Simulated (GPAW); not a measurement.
# Quasiparticle gap of Bi2S2O (P4/nmm) in GPAW

Wanted: ground state, empty states, screening and self-energy for Bi2S2O (P4/nmm).

Method: LDA and many-body steps on it, plane waves, in GPAW 26.7.0.

## Step 1: Set-up

It takes space group P4/nmm (No. 129, tetragonal). Conventional cell: a = 3.954 Å, b = 3.954 Å, c = 14.051 Å, α = 90.00°, β = 90.00°, γ = 90.00°. Bi has 5 S at 2.52 to 2.82 Å nearest. Bi has 4 O at 2.34 Å and 4 S at 3.12 Å nearest. Nearest to S lie 4 Bi at 2.82 Å. Nearest to S lie 5 Bi at 2.52 to 3.12 Å. O has 4 Bi at 2.34 Å nearest. Farther neighbours and most contacts between anions are not listed.

Coordinates:

```
Bi S O
1.0
     3.95410    0.00000    0.00000
     0.00000    3.95410    0.00000
     0.00000    0.00000   14.05058
Bi S O
4 4 2
Direct
  0.00000 0.50000 0.86650
  0.50000 0.00000 0.13350
  0.50000 0.00000 0.58909
  0.00000 0.50000 0.41091
  0.50000 0.00000 0.89431
  0.00000 0.50000 0.10569
  0.00000 0.50000 0.68749
  0.50000 0.00000 0.31251
  0.00000 0.00000 0.50000
  0.50000 0.50000 0.50000
```

The cell and positions are those that the Materials Project relaxed with its own functionals (PBE, PBE+U or r2SCAN), kept fixed. Spin-orbit coupling is left out unless a step names it.

## Step 2: Ground state

This step: GPAW 26.7.0; DFT, LDA, plane waves, PAW.

The ground-state density comes first.

The input, run.py:

```python
import json
import numpy as np
from gpaw.mpi import world
from ase import Atoms
from gpaw import GPAW, PW, FermiDirac

atoms = Atoms(['Bi', 'Bi', 'Bi', 'Bi', 'S', 'S', 'S', 'S', 'O', 'O'],
    cell=[[3.9541013900, 0.0000000000, 0.0000000000],
      [0.0000000000, 3.9541013900, 0.0000000000],
      [0.0000000000, 0.0000000000, 14.0505795800]],
    scaled_positions=[[0.0000000000, 0.5000000000, 0.8664958300],
      [0.5000000000, 0.0000000000, 0.1335041700],
      [0.5000000000, 0.0000000000, 0.5890931400],
      [0.0000000000, 0.5000000000, 0.4109068600],
      [0.5000000000, 0.0000000000, 0.8943134100],
      [0.0000000000, 0.5000000000, 0.1056865900],
      [0.0000000000, 0.5000000000, 0.6874875200],
      [0.5000000000, 0.0000000000, 0.3125124800],
      [0.0000000000, 0.0000000000, 0.5000000000],
      [0.5000000000, 0.5000000000, 0.5000000000]],
    pbc=(True, True, True))
calc = GPAW(mode=PW(600),
    xc='LDA',
    kpts={'size': (6, 6, 2), 'gamma': True},
    occupations=FermiDirac(0.001),
    nbands=-11,
    convergence={'density': 1e-6, 'bands': -3},
    maxiter=100,
    txt='gs.txt')
atoms.calc = calc
res = {'energy': atoms.get_potential_energy()}
kpts = calc.get_ibz_k_points()
res['kpts'] = kpts
res['eigenvalues'] = [calc.get_eigenvalues(kpt=k) for k in range(len(kpts))]
res['n_electrons'] = calc.get_number_of_electrons()
calc.write('gs.gpw')

if world.rank == 0:
    with open('result.json', 'w') as f:
        json.dump(res, f, default=lambda x: x.tolist())
```

Launch:

```sh
$ mpirun -n 8 gpaw python run.py
```

Numbers of over 12 decimals in the logs are rounded to 6 here.

Output:

```text
__  _  _
 | _ |_)|_||  |
 |__||  | ||/\| - 26.7.0

Input parameters:
  mode=PW(ecut=600.0),
  convergence={'density': 1e-06, 'bands': -3},
  kpts=MonkhorstPack(size=(6, 6, 2), gamma=True),
  maxiter=100,
  nbands=-11,
  occupations=Occupations(name='fermi-dirac', width=0.001, fixmagmom=False),
  xc=XC(name='LDA')
  [... matrices ...]
Diagonalizing LCAO Hamiltonian
Converting LCAO to pw mode
   .---------.
  /|         |
 * |         |
 |Bi         |
 | |  S      |
 | |         |
 |S|         |
 | |         |
 | |         |
 | |  Bi     |
 | |         |
 OBi         |
 | |         |
 | |         |
 | |  S      |
 | |         |
 |S|         |
 | .--Bi-----.
 |/         /
 *---------*

Atoms  # Å, Bohr magnetons
|   | symbol |        x |        y |         z |    initial magnetic moments |
| 0 |     Bi | 0.000000 | 1.977051 | 12.174769 | ( 0.0000,  0.0000,  0.0000) |
| 1 |     Bi | 1.977051 | 0.000000 |  1.875811 | ( 0.0000,  0.0000,  0.0000) |
| 2 |     Bi | 1.977051 | 0.000000 |  8.277100 | ( 0.0000,  0.0000,  0.0000) |
| 3 |     Bi | 0.000000 | 1.977051 |  5.773480 | ( 0.0000,  0.0000,  0.0000) |
| 4 |      S | 1.977051 | 0.000000 | 12.565622 | ( 0.0000,  0.0000,  0.0000) |
| 5 |      S | 0.000000 | 1.977051 |  1.484958 | ( 0.0000,  0.0000,  0.0000) |
| 6 |      S | 0.000000 | 1.977051 |  9.659598 | ( 0.0000,  0.0000,  0.0000) |
| 7 |      S | 1.977051 | 0.000000 |  4.390981 | ( 0.0000,  0.0000,  0.0000) |
| 8 |      O | 0.000000 | 0.000000 |  7.025290 | ( 0.0000,  0.0000,  0.0000) |
| 9 |      O | 1.977051 | 1.977051 |  7.025290 | ( 0.0000,  0.0000,  0.0000) |

Unit cell  # Å
| periodic |        x |        y |         z |   lengths |    angles |
|      yes | 3.954101 | 0.000000 |  0.000000 |  3.954101 | 90.000000 |
|      yes | 0.000000 | 3.954101 |  0.000000 |  3.954101 | 90.000000 |
|      yes | 0.000000 | 0.000000 | 14.050580 | 14.050580 | 90.000000 |

Number of symmetries: 8
Symmetry operations  # r_c * U_cc + t_c -> r_c
|   | kind |            matrix            |
| 0 |  E   |  1, 0, 0,  0, 1, 0,  0, 0, 1 |
| 1 |  σ   |  1, 0, 0,  0,-1, 0,  0, 0, 1 |
| 2 |  C2  |  0, 1, 0,  1, 0, 0,  0, 0,-1 |
| 3 |  S4  |  0, 1, 0, -1, 0, 0,  0, 0,-1 |
| 4 |  S4  |  0,-1, 0,  1, 0, 0,  0, 0,-1 |
| 5 |  C2  |  0,-1, 0, -1, 0, 0,  0, 0,-1 |
| 6 |  σ   | -1, 0, 0,  0, 1, 0,  0, 0, 1 |
| 7 |  C2  | -1, 0, 0,  0,-1, 0,  0, 0, 1 |

BZ-sampling:
  Number of BZ points: 72
  Number of IBZ points: 20

  Monkhorst-Pack size: [6, 6, 2]
  Monkhorst-Pack shift: [0.083333, 0.083333, 0.25]

K-points  # in reciprocal-cell coordinates
|     |                                coordinates |     weight |
|   0 | (  0.00000000,   0.00000000,   0.00000000) | 0.01388889 |
|   1 | (  0.00000000,   0.00000000,   0.50000000) | 0.01388889 |
|   2 | (  0.16666667,   0.00000000,   0.00000000) | 0.05555556 |
|   3 | (  0.16666667,   0.00000000,   0.50000000) | 0.05555556 |
|   4 | (  0.16666667,   0.16666667,   0.00000000) | 0.05555556 |
|   5 | (  0.16666667,   0.16666667,   0.50000000) | 0.05555556 |
|   6 | (  0.33333333,   0.00000000,   0.00000000) | 0.05555556 |
|   7 | (  0.33333333,   0.00000000,   0.50000000) | 0.05555556 |
|   8 | (  0.33333333,   0.16666667,   0.00000000) | 0.11111111 |
|   9 | (  0.33333333,   0.16666667,   0.50000000) | 0.11111111 |
| ... |                                            |            |
|  19 | (  0.50000000,   0.50000000,   0.50000000) | 0.01388889 |

Plane wave coefficients: 7370
Cutoff: 600.0 eV

Spin-components: 1 (collinear spins)
Bands:           59
Projectors:      54
Spin-degeneracy: 2
Datatype:        complex128

  Storage: CPU
  Wave functions: 137_163_200 bytes (17_145_400 per core)
  Projectors: 81_368_000 bytes (10_171_000 per core)
  [... matrices ...]
Parallelization:
  kpt:    4
  domain: 2
  band:   1

Density:
  Valence electrons: 96.0
  Components: 1
  Grid points: [24 24 80]
  Charge: 0.0  # |e|

Potential:
  Grid points: [24 24 80]

species:
  Bi:
    name:    Bismuth
    Z:       83.0
    valence: 15
    core:    68
    charge:  0.0  # [|e|]
    compensation charges:
      type: gauss
      rc: 0.38  # [Å]
      lmax: 2
    cutoffs:
      filter: 2.23  # [Å]
      core: 2.33  # [Å]
    projectors
    | kind |    occ | energy [eV] | rcut [Å] |
    |   6s |  2.000 |     -14.665 |    1.286 |
    |   6p |  3.000 |      -4.777 |    1.275 |
    |   5d | 10.000 |     -27.225 |    1.349 |
    |    s |        |      12.546 |    1.286 |
    |    p |        |      22.434 |    1.275 |
    |    d |        |      -0.013 |    1.349 |

    Using partial waves for Bi as LCAO basis

  S:
    name:    Sulfur
    Z:       16.0
    valence: 6
    core:    10
    charge:  0.0  # [|e|]
    compensation charges:
      type: gauss
      rc: 0.24  # [Å]
      lmax: 2
    cutoffs:
      filter: 1.77  # [Å]
      core: 1.66  # [Å]
    projectors
    | kind |    occ | energy [eV] | rcut [Å] |
    |   3s |  2.000 |     -17.278 |    0.974 |
    |   3p |  4.000 |      -7.106 |    0.979 |
    |    s |        |       9.933 |    0.974 |
    |    p |        |      20.105 |    0.979 |
    |    d |        |       0.000 |    0.900 |

    Using partial waves for S as LCAO basis

  O:
    name:    Oxygen
    Z:       8.0
    valence: 6
    core:    2
    charge:  0.0  # [|e|]
    compensation charges:
      type: gauss
      rc: 0.21  # [Å]
      lmax: 2
    cutoffs:
      filter: 1.17  # [Å]
      core: 0.83  # [Å]
    projectors
    | kind |    occ | energy [eV] | rcut [Å] |
    |   2s |  2.000 |     -23.752 |    0.688 |
    |   2p |  4.000 |      -9.195 |    0.598 |
    |    s |        |       3.459 |    0.688 |
    |    p |        |      18.016 |    0.598 |
    |    d |        |       0.000 |    0.619 |

    Using partial waves for O as LCAO basis

Reference energy: -2385507.542609  # eV

eigensolver:
  PPCG
  Converge bands: -3
  niter=2

density mixing:
  MSR1-Mixer
  Pratt-step length: 0.05
  Maximum mixing coefficient: 0.75
  Old densities: 10
  SVD Regularization: 0.005
  Good broyden scale: 1.0
  Trust region scale: 1.0
  Backstep threshold: 4.0
  History deletion threshold: 6.0
  Fourier metric: weight=20.0, sigma=0.015

occupation numbers:
  Fermi-Dirac:
    width: 0.0010  # eV

poisson solver:
  ecut: 4800.0  # eV

xc functional:
  name: None

Initialization done in: 1.976 s

convergence criteria:
- Maximum integral of absolute [dens]ity change: 1e-06 electrons / valence electron
- Maximum [total energy] change in last 3 cyles: 0.0005 eV / valence electron
- Maximum integral of absolute [eigenst]ate change: 4e-08 eV^2 / valence electron
maximum number of iterations: 100

SCF iterations
|iter     |     time |      energy | eigst |  dens |
|iter:   1|  |  -64.305079 | +0.17 |       |
|iter:   2|  |  -62.693014 | -1.17 | -1.03 |
|iter:   3|  |  -59.218501 | -1.11 | -1.09 |
|iter:   4|  |  -59.241356 | -1.04 | -1.56 |
|iter:   5|  |  -59.116117 | -1.55 | -1.75 |
|iter:   6|  |  -59.042348 | -2.25 | -1.92 |
|iter:   7|  |  -59.038992 | -3.35 | -2.53 |
|iter:   8|  |  -59.039020c| -4.35 | -3.04 |
|iter:   9|  |  -59.039096c| -5.20 | -3.44 |
|iter:  10|  |  -59.039113c| -5.78 | -3.94 |
|iter:  11|  |  -59.039116c| -6.40 | -4.47 |
|iter:  12|  |  -59.039116c| -6.95 | -4.59 |
|iter:  13|  |  -59.039116c| -7.37 | -4.96 |
|iter:  14|  |  -59.039116c| -7.76c| -5.71 |
|iter:  15|  |  -59.039116c| -8.18c| -6.09c|

Converged in 15 steps
SCF loop duration: 34.132 s (2.275 s/step)
Energy contributions relative to reference atoms: (reference = -2385507.542609)
  [... matrices ...]
Energy contributions:
  Kinetic:         104.456972
  Coulomb:        -100.256268
  Zero:             -5.467649
  External:          0.000000
  Xc:              -57.772171
  Entropy:          -0.000000
  Spinorbit:         0.000000
  ----------------------------
  Free energy:     -59.039116
  Extrapolated:    -59.039116

dipole moment: (-67.340481, -67.340481, 0.000022)  # |e|*Ang

Fermi level: 6.220
Eigenvalues  # (at kpt = [0.000, 0.000, 0.000])
| band index |      eig [eV] | occ [0-2] |
|          0 |       -17.322 |     2.000 |
|        ... |               |           |
|         40 |         3.241 |     2.000 |
|         41 |         3.975 |     2.000 |
|         42 |         4.429 |     2.000 |
|         43 |         4.429 |     2.000 |
|         44 |         4.577 |     2.000 |
|         45 |         4.646 |     2.000 |
|         46 |         4.795 |     2.000 |
|         47 |         4.795 |     2.000 |
|         48 |         6.865 |     0.000 |
[...]
|         52 |         9.484 |     0.000 |
|         53 |        10.317 |     0.000 |
|         54 |        10.385 |     0.000 |
|         55 |        10.385 |     0.000 |
|        ... |               |           |
|         58 |        11.866 |     0.000 |

Gap: 0.882 eV
Transition (v -> c):
  (s=0, k=13, n=47, [0.50, 0.00, 0.50]) -> (s=0, k=12, n=48, [0.50, 0.00, 0.00])
Direct/indirect transitions are different
Direct gap: 0.883 eV
Transition at: (s=0, k=12, n=47, [0.50, 0.00, 0.00])
# Writing to gs.gpw (mode='')
  [... matrices ...]
```

It took 38 s on 8 MPI ranks of Arm Neoverse V1, shared host; peak memory 1.8 GiB.

Numbers from this step:

```yaml
total_energy: -59.0391 eV
gap: 0.8817 eV
k_of_the_valence_top: 0.5, 0, 0.5
k_of_the_conduction_bottom: 0.5, 0, 0
least_direct_gap: 0.8826 eV
```

The gap is indirect, with the least direct gap 0.001 eV higher.

## Step 3: Empty states on the mesh, 4×4×1 mesh, 1420 bands

The sums over transitions need many empty states on a uniform mesh; this step solves for them.

The input, run.py:

```python
import json
import numpy as np
from gpaw.mpi import world
from gpaw import GPAW

calc = GPAW('gs.gpw').fixed_density(kpts={'size': (4, 4, 1), 'gamma': True},
    parallel={'domain': 1, 'band': 1},
    txt='nscf.txt')
calc.diagonalize_full_hamiltonian(nbands=1420)
calc.write('full.gpw', mode='all')
res = {}
kpts = calc.get_ibz_k_points()
res['kpts'] = kpts
res['eigenvalues'] = [calc.get_eigenvalues(kpt=k) for k in range(len(kpts))]
res['n_electrons'] = calc.get_number_of_electrons()

if world.rank == 0:
    with open('result.json', 'w') as f:
        json.dump(res, f, default=lambda x: x.tolist())
```

Launch:

```sh
$ mpirun -n 6 gpaw python run.py
```

Output:

```text
Diagonalizing LCAO Hamiltonian
Converting LCAO to pw mode
convergence criteria:
- Maximum integral of absolute [eigenst]ate change: 4e-08 eV^2 / valence electron
maximum number of iterations: 100

SCF iterations
|iter     |     time |      energy | eigst |  dens |
|iter:   1|  |             | +0.21 |       |
|iter:   2|  |             | -1.28 |       |
|iter:   3|  |             | -2.26 |       |
[...]
|iter:  13|  |             | -6.89 |       |
|iter:  14|  |             | -7.21 |       |
|iter:  15|  |             | -7.51c|       |
SCF steps: 15
  __  _  _
 | _ |_)|_||  |
 |__||  | ||/\| - 26.7.0

Input parameters:
  mode=PW(ecut=600.0),
  convergence={'density': 1e-06, 'bands': -3},
  gpts=array([24, 24, 80]),
  kpts=MonkhorstPack(size=(4, 4, 1), gamma=True),
  maxiter=100,
  nbands=59,
  occupations=Occupations(name='fermi-dirac', width=0.001, fixmagmom=False),
  parallel={'domain': 1, 'band': 1},
  xc=XC(name='LDA')
Matrix size: 7265x7265
# Writing to full.gpw (mode='all')
  [... matrices ...]

timing:  # [seconds]
  Total: 459.582  # ━━━━━━━━━━━━━━━━━━━━━━━━━━━━━━━━━━━━━━━━━━━━━━━━━━━━━━━━━
```

Run time: 7.9 min. Hardware: 6 MPI ranks; peak memory 22 GiB.

This step gave:

* gap: 0.8826 eV
* k of the valence top: 0.5, 0, 0
* k of the conduction bottom: 0.5, 0, 0
* least direct gap: 0.8826 eV
* k points computed: 6
* lowest point of the top converged band, above the valence top: 184.6887 eV

On this mesh the gap is 0.883 eV.

## Step 4: Screening and self-energy, 4×4×1 mesh, 655 bands, screening to 120 eV

G0W0 replaces the xc potential by the self-energy, built once from these orbitals. Only a window of levels is corrected, while the sums run over the empty bands that the input names.

This step: G0W0 on LDA, plane waves, PAW.

The input, run.py:

```python
import json
import numpy as np
from gpaw.mpi import world
from gpaw.response.g0w0 import G0W0

gw = G0W0('full.gpw',
    filename='gw',
    kpts=[0, 3],
    bands=(46, 50),
    ecut=120,
    nbands=655,
    integrate_gamma='WS',
    ppa=True)
gw.calculate()
res = {mode: {k: v for k, v in r.items() if k != 'sigma_eskwn'}
       for mode, r in gw.all_results.items()}

if world.rank == 0:
    with open('result.json', 'w') as f:
        json.dump(res, f, default=lambda x: x.tolist())
```

Launch:

```sh
$ mpirun -n 8 gpaw python run.py
```

Output:

```text
Using integrator: PointIntegrator
FrequencyGridDescriptor(from 0.000+0.000j to 0.000+27.211j eV, 2 points)
Nonperiodic BCs:  [False False False]
Using integrator: PointIntegrator
FrequencyGridDescriptor(from 0.000+0.000j to 0.000+27.211j eV, 2 points)
Nonperiodic BCs:  [False False False]
  ___  _ _ _
 |   || | | |
 | | || | | |
 |__ ||_____|
 |___|

BZ k-points: Symmetries present (total): 8

  [... matrices ...]
16 k-points: 4 x 4 x 1 Monkhorst-Pack grid + [1/8,1/8,0.000000]
6 k-points in the irreducible part of the Brillouin zone
       k-points in crystal coordinates                weights
   0:     0.00000000    0.00000000    0.00000000          1/16
   1:     0.25000000    0.00000000    0.00000000          4/16
   2:     0.25000000    0.25000000    0.00000000          4/16
   3:     0.50000000    0.00000000    0.00000000          2/16
   4:     0.50000000    0.25000000    0.00000000          4/16
   5:     0.50000000    0.50000000    0.00000000          1/16

Distributing spins, k-points and bands (1 x 2 x 4) over 8 processes
Number of blocks: 1

Quasi particle states:
k-points (IBZ indices): [0, 3]
Band range: (46, 50)
  [... matrices ...]
Computational parameters:
Plane wave cut-off: 120 eV
Number of bands: 655
Coulomb cutoff: None
Broadening: 0.1 eV

fxc modes: GW
Kernel: RPA
Using Godby-Needs plasmon-pole approximation:
  Fitting energy: i*E0, E0 = 1.000 Hartree
Summing all q:

Calculating screened Coulomb potential
No Coulomb truncation
FrequencyGridDescriptor(from 0.000+0.000j to 0.000+27.211j eV, 2 points)
Removing empty qpoint cache files...

Calculating chi0 body with:
    Ground state adapter containing:
    Number of spins: 1
    Number of kpoints: 16
    Number of irreducible kpoints: 6
    Number of completely occupied states: 48
    Number of partially occupied states: 48
    Occupied states memory: 33.75 M / cpu

    Linear response parametrization:
    q_c: [0.0, 0.0, 0.0]
    Number of frequency points: 2
    Planewave cutoff: 120.0
    Number of bands: 655
    Number of planewaves: 653
    Broadening (eta): 1e-06
    comm.size: 8
    kncomm.size: 8
    blockcomm.size: 1

    Memory estimate of potentially large arrays:
        chi0_wGG: 13.012970 M / cpu
Integrating chi0 body.

Symmetries of q_c:
    Direct symmetries (Uq -> q): 8
    Indirect symmetries (TUq -> q): 8
In total 16 allowed symmetries.

  [... matrices ...]
6 groups of equivalent kpoints. 62.5% reduction.

Integral kind: response function
Integrating chi0 head and wings.

Symmetries of q_c:
    Direct symmetries (Uq -> q): 8
    Indirect symmetries (TUq -> q): 8
In total 16 allowed symmetries.

  [... matrices ...]
6 groups of equivalent kpoints. 62.5% reduction.

Integral kind: response function wings

Calculating chi0 body with:
    Ground state adapter containing:
    Number of spins: 1
    Number of kpoints: 16
    Number of irreducible kpoints: 6
    Number of completely occupied states: 48
    Number of partially occupied states: 48
    Occupied states memory: 33.75 M / cpu

    Linear response parametrization:
[... the further q-points ...]

Results:
f:      Occupation numbers
eps:     KS-eigenvalues [eV]
vxc:     KS vxc [eV]
exx:     Exact exchange [eV]
sigma:   Self-energies [eV]
dsigma:  Self-energy derivatives
Z:       Renormalization factors
qp:      QP-energies [eV]

k-point 0 (0): (0.000, 0.000, 0.000)                GW
band       f     eps     vxc     exx   sigma  dsigma       Z      qp
                                                                   GW
  46   1.000   4.795 -15.347 -18.136   2.409  -0.321   0.757   4.508
  47   1.000   4.795 -15.347 -18.136   2.409  -0.321   0.757   4.508
  48   0.000   6.865 -13.713  -9.643  -3.464  -0.240   0.806   7.353
  49   0.000   7.580 -14.135  -9.863  -3.581  -0.245   0.803   8.135

k-point 1 (3): (0.500, 0.000, 0.000)                GW
band       f     eps     vxc     exx   sigma  dsigma       Z      qp
                                                                   GW
  46   1.000   5.576 -16.446 -17.176   0.836  -0.281   0.781   5.659
  47   1.000   5.576 -16.446 -17.176   0.836  -0.281   0.781   5.659
  48   0.000   6.459 -14.569 -11.338  -2.806  -0.260   0.794   6.796
  49   0.000   6.459 -14.569 -11.338  -2.806  -0.260   0.794   6.796
```

Elapsed: 9.1 min, on 8 MPI ranks; peak memory 9.8 GiB; 73 min of CPU time.

This step gave:

| Property | Result |
| --- | --- |
| G0W0 gap on the points computed | 1.137 eV |
| least direct G0W0 gap on the computed points | 1.137 eV |
| Z at the valence top | 0.7806 |
| Z at the conduction bottom | 0.7937 |
| starting gap on the mesh | 0.8826 eV |
| k of the valence top | 0.5, 0, 0 |
| k of the conduction bottom | 0.5, 0, 0 |

The gap on the mesh goes from 0.88 eV to 1.14 eV, a correction of +0.25 eV.

Limits: finite bands, cutoff and mesh; no spin-orbit coupling; coarse k mesh. v1 is the top filled band, c1 the lowest empty one. Levels before and after the correction, in eV, zero at the valence-band top of each column:

```tsv
	conduction bottom	valence top
Kohn-Sham	0.88	0.00
G0W0	1.14	0.00
```

```tsv
	level	energy (eV)
Kohn-Sham	(0.5 0 0) v2-v1	0.000
Kohn-Sham	(0.5 0 0) c1-c2	0.883
G0W0	(0.5 0 0) v2-v1	0.000
G0W0	(0.5 0 0) c1-c2	1.137
```

## Step 5: Where the time went

Times are wall times on the hardware named with each run, good to a factor of about two.

```tsv
step	time	share	memory (GiB)
ground state	38 s	4 %	1.8
empty states on the mesh	7.9 min	45 %	22
screening and self-energy	9.1 min	52 %	9.8
```

## Step 6: Summary of results

```json
{
  "LDA gap": "0.88 eV, indirect (only 1 meV under the direct gap)",
  "G0W0 gap on the mesh": "1.14 eV",
  "GW settings": "4×4×1 mesh, 655 bands, screening to 120 eV, Godby-Needs plasmon pole",
  "known limits": "not at the basis limit; no spin-orbit coupling; coarse k mesh"
}
```

What this shows: G0W0 moves the gap on the mesh from 0.88 eV to 1.14 eV (+0.25 eV), with Z of 0.78 and 0.79 at the edges. Only 2 of the mesh's irreducible points were corrected, so a valley elsewhere could overtake. Bands and cutoff are finite, so the gap is not at the basis limit. The miss can reach some tenths of an eV and take either sign; the mesh is an error of its own. These stock PAW sets were not made for GW. In the G0W0 run levels were corrected at 2 k points alone, so a gap called «on the mesh» is the least over those, and an edge elsewhere would be missed. The 4×4×1 mesh is coarse for this cell, which bears on the long-range parts of exchange and screening. Where an edge is built on 6p states of lead, bismuth or thallium, scalar-relativistic gaps usually stand too wide, by a few tenths to over one eV. The many-body steps are scalar-relativistic: spin-orbit coupling is not in them.

[Paths, hosts, dates, memory and timing lines, banners, echoed tables and standing remarks are left out of the program output.]

[Logs are printed without paths, hosts, clocks, repeated set-up lines and the standing remarks that a program may print on its own settings, such as how far it seeks lower states.]

[Runs of the session that timed out or met a known fault of the program may be left out.]

[Hosts, paths, dates, database ids (printed as entryN), source tags and the programs' standing remarks are cut or masked in the printed files.]
